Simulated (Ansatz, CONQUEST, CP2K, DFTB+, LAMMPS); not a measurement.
## CONQUEST on amorphous polyisobutylene (as short chains C22H46) at 640 K (136 atoms): settings against a plane-wave reference

Aim: run amorphous polyisobutylene (as short chains C22H46) at 640 K (136 atoms) in CONQUEST and see how near its forces come to a plane-wave reference, and at what cost.

Calculated with CONQUEST 1.3; the method is named at each step.

**1. The starting structure**

The cell holds 136 atoms: 44 C and 92 H. Its edges and angles: a = 11.429 Å, b = 11.429 Å, c = 11.429 Å, α = 90.0°, β = 90.0°, γ = 90.0°. 2 polyisobutylene chains of 5 units with methyl end groups placed at random, at 0.691 g/cm³; overlaps pushed apart, then 20 ps at 800 K with MMFF94 bonds, angles, torsions, charges and radii (Halgren, J. Comput. Chem. 17, 490 (1996)) in harmonic and 12-6 forms. Snapshot after 30 ps at 640 K and fixed volume.

The yardstick, on the same geometry:

- method: Kohn-Sham DFT, PBE, PAW, plane waves (Ansatz 0.2.0); cutoff 420 eV, Γ point, fermi-dirac smearing of 0.05 eV; PAW set soft_2
- r.m.s. force component: 1.236 eV/Å
- longest force: 7.159 eV/Å
- pressure: 2.101 GPa
- gap (highest filled to lowest empty level): 4.769 eV
- SCF cycles: 9
- time: 9.1 s on 4 threads of Intel Xeon Platinum 8488C (Sapphire Rapids), shared host
- CPU time: 33 s

**2. PBE, grid 80 Ha**

Method: Kohn-Sham DFT, PBE, norm-conserving pseudopotentials, pseudo-atomic orbitals (double zeta with polarisation), diagonalisation.

The .ion files beside the input carry potential, basis and functional.

Conquest_input

```
IO.Title cell
IO.Coordinates coords.dat
IO.FractionalAtomicCoords T
IO.Iprint 1
General.NumberOfSpecies 2
AtomMove.TypeOfRun static
AtomMove.CalcStress T
Grid.GridCutoff 80
DM.SolutionMethod diagon
SC.MaxIters 100
SC.LinearMixingFactor 0.3
minE.SCTolerance 1e-06
Diag.kT 0.001837
Diag.MPMesh T
Diag.GammaCentred T
Diag.MPMeshX 1
Diag.MPMeshY 1
Diag.MPMeshZ 1
%block ChemicalSpeciesLabel
1 12.011 C
2 1.008 H
%endblock
```

coords.dat

```
21.597548 0.000000 0.000000
0.000000 21.597548 0.000000
0.000000 0.000000 21.597548
136
0.02061 0.37741 0.12982 1 T T T
0.90768 0.33297 0.08076 1 T T T
0.93097 0.23156 0.99030 1 T T T
0.82377 0.15004 0.97560 1 T T T
0.02036 0.14734 0.04943 1 T T T
0.98784 0.27493 0.86945 1 T T T
0.93549 0.33820 0.76010 1 T T T
0.04164 0.36899 0.68111 1 T T T
0.87114 0.24309 0.70198 1 T T T
0.85706 0.45353 0.78691 1 T T T
0.81961 0.54480 0.69433 1 T T T
0.73938 0.49019 0.60356 1 T T T
0.74215 0.63555 0.76753 1 T T T
0.92558 0.60533 0.62751 1 T T T
0.91552 0.73320 0.58795 1 T T T
0.89252 0.82498 0.68378 1 T T T
0.81803 0.74006 0.49754 1 T T T
0.02886 0.77939 0.53073 1 T T T
0.06903 0.75105 0.40755 1 T T T
0.19596 0.79809 0.40303 1 T T T
0.07152 0.61473 0.39404 1 T T T
0.00802 0.81066 0.30035 1 T T T
0.06957 0.31246 0.18453 2 T T T
0.07810 0.41207 0.06361 2 T T T
0.99595 0.44188 0.19157 2 T T T
0.87029 0.41058 0.04210 2 T T T
0.85571 0.29046 0.15646 2 T T T
0.79202 0.12522 0.06419 2 T T T
0.84612 0.07615 0.92283 2 T T T
0.74794 0.19041 0.93593 2 T T T
0.02198 0.07866 0.98270 2 T T T
0.10012 0.19642 0.04903 2 T T T
0.99698 0.11999 0.13968 2 T T T
0.03218 0.19816 0.83057 2 T T T
0.06890 0.30317 0.89071 2 T T T
0.09135 0.28926 0.66992 2 T T T
0.02593 0.40854 0.59630 2 T T T
0.09275 0.43081 0.74081 2 T T T
0.92971 0.17703 0.67029 2 T T T
0.83572 0.28538 0.61999 2 T T T
0.80846 0.19076 0.74864 2 T T T
0.91487 0.50472 0.84444 2 T T T
0.78041 0.42972 0.84348 2 T T T
0.78034 0.43899 0.53360 2 T T T
0.68745 0.41809 0.64415 2 T T T
0.68223 0.55036 0.56916 2 T T T
0.67108 0.58843 0.80159 2 T T T
0.80352 0.66939 0.83878 2 T T T
0.70168 0.70117 0.70758 2 T T T
0.93336 0.53814 0.55577 2 T T T
0.99109 0.60870 0.69500 2 T T T
0.92645 0.91363 0.66671 2 T T T
0.92513 0.78867 0.76616 2 T T T
0.79489 0.85584 0.69256 2 T T T
0.83483 0.68013 0.43119 2 T T T
0.83271 0.82936 0.45418 2 T T T
[... 76 atom lines left out ...]
0.12244 0.59824 0.84779 2 T T T
0.18050 0.92388 0.96516 2 T T T
0.14181 0.88563 0.82115 2 T T T
0.06129 0.83109 0.92680 2 T T T
```

On the command line:

```sh
$ OMP_NUM_THREADS=1 mpirun -np 4 Conquest > output.txt
```

Numbers of over 12 decimals in the logs are rounded to 6 here.

Conquest_out:

```text
      Simulation cell dimensions:    21.5975 a0 x    21.5975 a0 x    21.5975 a0
        This calculation includes non-local pseudopotentials,
         with a maximum core radius of      6.72726398
    Job title: cell
    Job to be run: static calculation
    Ground state search:
      Support functions represented with PAO basis
      1:1 PAO to SF mapping
      Non-spin-polarised electrons
      Solving for the K matrix using diagonalisation
      Using Fermi-Dirac smearing
    Integration grid size:     96 x   96 x   96
    Integration grid spacing:  0.225 a0 x 0.225 a0 x 0.225 a0
    Number of species:  2
    --------------------------------------------------------
    |   #  mass (au)  Charge (e)  SF Rad (a0)  NSF  Label  |
    --------------------------------------------------------
    |   1     12.011       4.000        6.524   13  C      |
    |   2      1.008       1.000        6.974    5  H      |
    --------------------------------------------------------
          SCF tolerance:                 0.00000100
          SCF iterations:               100
    The calculation will be performed on     4 processes
    The calculation will be performed on     1 thread
    Using the default matrix multiplication kernel
    The functional used will be GGA PBE96
    set_atom_dens: In set_atomic_density, electrons :     268.000000000000
    PulayMixSC: Starting Pulay mixing, A_up =  0.300 A_dn =  0.300
    PulayMixSC: Spin non-polarised calculation.
          Harris-Foulkes Energy            :      -320.730486 Ha
    PulayMixSC: Pulay iteration     1 residual:              0.37542E-02
          Harris-Foulkes Energy            :      -319.006439 Ha
    PulayMixSC: Pulay iteration     2 residual:              0.20939E-02
          Harris-Foulkes Energy            :      -318.660740 Ha
    PulayMixSC: Pulay iteration     3 residual:              0.10671E-02
          Harris-Foulkes Energy            :      -318.597585 Ha
    PulayMixSC: Pulay iteration     4 residual:              0.13260E-03
          Harris-Foulkes Energy            :      -318.596575 Ha
    PulayMixSC: Pulay iteration     5 residual:              0.52183E-04
          Harris-Foulkes Energy            :      -318.596273 Ha
    PulayMixSC: Pulay iteration     6 residual:              0.17437E-04
          Harris-Foulkes Energy            :      -318.596276 Ha
    PulayMixSC: Pulay iteration     7 residual:              0.64254E-05
          Harris-Foulkes Energy            :      -318.596276 Ha
    PulayMixSC: Pulay iteration     8 residual:              0.30732E-05
          Harris-Foulkes Energy            :      -318.596276 Ha
    PulayMixSC: Pulay iteration     9 residual:              0.50301E-06
    PulayMixSC: Reached SCF tolerance of  0.50301E-06 after      9 iterations
      | Number of electrons      =       268.000099
      |* Harris-Foulkes energy   =      -318.596276 Ha
      |* DFT total energy        =      -318.596275 Ha
    force: Forces on atoms (Ha/a0)
    force:  Atom   X              Y              Z
    force:     1   0.0072843484  -0.0257461282   0.0197787206
    force:     2   0.0065513388  -0.0454778893   0.0012673285
    force:     3  -0.0156888049   0.0025565291  -0.0008187970
    force:     4  -0.0032836272   0.0329274795   0.0195490995
    force:     5  -0.0178902573   0.0140183060  -0.0254266638
    force:     6  -0.0451268839  -0.0331229067   0.0062657464
    force:     7  -0.0061401561   0.0177710393   0.0204269238
    force:     8   0.0035542240   0.0176951088   0.0514619244
    force:     9  -0.0261471214   0.0147183488  -0.0556960283
    force:    10   0.0292888041  -0.0177698143   0.0080190144
    force:    11  -0.0199048921   0.0163574991  -0.0020245671
    force:    12   0.0153862217  -0.0579230790   0.0313781887
    force:    13   0.0544333677   0.0003468531  -0.0258371274
    force:    14  -0.0311999860  -0.0091994621   0.0215221286
    force:    15  -0.0400572998   0.0145741362  -0.0228910372
    force:    16  -0.0429346448   0.0123182616   0.0098519373
    force:    17  -0.0123491315   0.0433645468  -0.0156952453
    force:    18  -0.0189299869  -0.0061393674  -0.0313121867
    force:    19   0.0175759926  -0.0341349764  -0.0410469192
    force:    20   0.0244663191  -0.0200882946  -0.0149503607
    force:    21   0.0431396328   0.0668012596  -0.1343488857
    force:    22   0.0705039241   0.0526089618   0.0568375391
    force:    23  -0.0015558855   0.0016942348  -0.0068757532
    force:    24   0.0146735117   0.0108829255  -0.0133782666
[...]
force:   129   0.0281591655  -0.0378481068   0.0160275803
    force:   130  -0.0031217847  -0.0357406001  -0.0220892872
    force:   131   0.0152348353  -0.0189342661   0.0221811390
    force:   132  -0.0115679283   0.0033542823   0.0010693313
    force:   133   0.0262061435   0.0238911531   0.0021125125
    force:   134  -0.0028615381   0.0140481770   0.0090201484
    force:   135   0.0066687260   0.0164886098  -0.0405032001
    force:   136  -0.0346628142  -0.0063850017   0.0172577317
    force: Maximum force :        0.13434889(Ha/a0) on atom        21 in z direction
    force: Force Residual:        0.04552893 Ha/a0
    force: Total stress:         -4.68604924    -2.96523753    -4.45447926 GPa
    force: Average pressure:      4.03525534 GPa
    get_E_and_F: Change in energy during last step of electronic optimisation:  0.99819E-07
```

It took 63 s on 4 MPI ranks of Intel Xeon Platinum 8488C (Sapphire Rapids), shared host; peak memory 5.7 GiB; 4.2 min of CPU time.

Banners, paths, timers and routine set-up lines are dropped from the logs unmarked, and long logs keep their key lines alone; longer cuts are marked.

Against the reference:

```yaml
r_m_s_force_component: 1.352 eV/Å
r_m_s_difference_of_force_components: 263.3 meV/Å
longest_difference_of_force_vectors: 1041 meV/Å
force_difference_over_r_m_s_force: 21.31 %
slope_of_forces_against_the_reference_s: 1.076
correlation_of_force_components: 0.9833
spacing_of_highest_filled_and_lowest_empty_level: 5.404 eV
gap_difference: 0.6352 eV
pressure: 4.035 GPa
pressure_difference: 1.934 GPa
```

Length of the force difference by element (eV/Å):

```csv
element,atoms,mean,most
C,44,0.37,1.00
H,92,0.45,1.0
```

Levels nearest the highest filled one (eV from it): -0.99, -0.92, -0.88, -0.82, -0.76, -0.72, -0.65, -0.53, -0.45, -0.39, -0.36, 0.00, 5.40, 6.19, 6.28, 6.33, 6.46, 6.49, 6.61, 6.78, 6.85, 6.92, 6.94, 7.06.

The surroundings of H56, picked at random, nearest first, numbered as they follow in the input and with coordinates relative to it.

```
atom      x      y      z  distance (Å)  bonds     Fx     Fy  Fz (eV/Å)
 H56   0.00   0.00   0.00          0.00      1  -1.03  -0.84       0.29
 C17  -0.17  -1.02   0.50          1.15      4  -0.64   2.23      -0.81
 H55   0.02  -1.71  -0.26          1.73      1   1.41  -1.77      -2.41
 H57  -1.25  -1.37   0.51          1.92      1   0.34   1.11       1.53
H109  -1.57   1.17   0.06          1.96      1  -2.10  -0.12       0.41
 C15   0.95  -1.10   1.53          2.11      4  -2.06   0.75      -1.18
 H67   1.16  -0.72  -1.88          2.32      1  -4.76  -2.16      -1.37
 C18   2.24  -0.57   0.87          2.47      4  -0.97  -0.32      -1.61
 H58   2.34   0.52   0.77          2.52      1  -0.21   0.68       1.43
```

Forces lie 21 % from the reference's, at 7.7 times its CPU time.

**3. Summary of results**

| Property | Result |
| --- | --- |
| force difference from the reference | CONQUEST PBE, grid 80 Ha, 21 % |
| its CPU time | 4.2 min |

What this shows: The PBE run in local orbitals differs by 21 % (CONQUEST PBE, grid 80 Ha); basis, grid and potentials can all enter. At the same functional, the gap of CONQUEST PBE, grid 80 Ha lies 0.64 eV above the reference's 4.77 eV. A likely cause of the wide gaps: compact atomic orbitals describe empty levels worse than filled ones. In pressure, CONQUEST PBE, grid 80 Ha misses by +1.9 GPa, at the same functional. With short bonds to hydrogen, sets of potentials differ among themselves by several per cent in forces even at converged cutoffs, so the reference isn't exact here either. The network of contacts between molecules at the start is that of the classical potential that made the cell, and needn't be the one that DFT or experiment would give. The reference's PBE has no dispersion term, which matters for the binding between molecules or layers. The density was typed from a rule of thumb and may lie off the real one at this temperature. The electronic-structure runs sample only Γ, in a cell whose shortest periodic width is 11 Å.

[Also dropped from logs without a mark: logging warnings of Python, and SIESTA's first energy breakdown and zero terms.]

[Logs are printed without paths, hosts, clocks, repeated set-up lines and the standing remarks that a program may print on its own settings, such as how far it seeks lower states.]

[Hosts, paths, dates, database ids (printed as entryN), source tags and the programs' standing remarks are cut or masked in the printed files.]

[The MMFF94 radii named for the starting cell were scaled by 0.96; in molecules described by MMFF94, hydrogen bound to N, O or S took a small fixed 12-6 site in their place.]
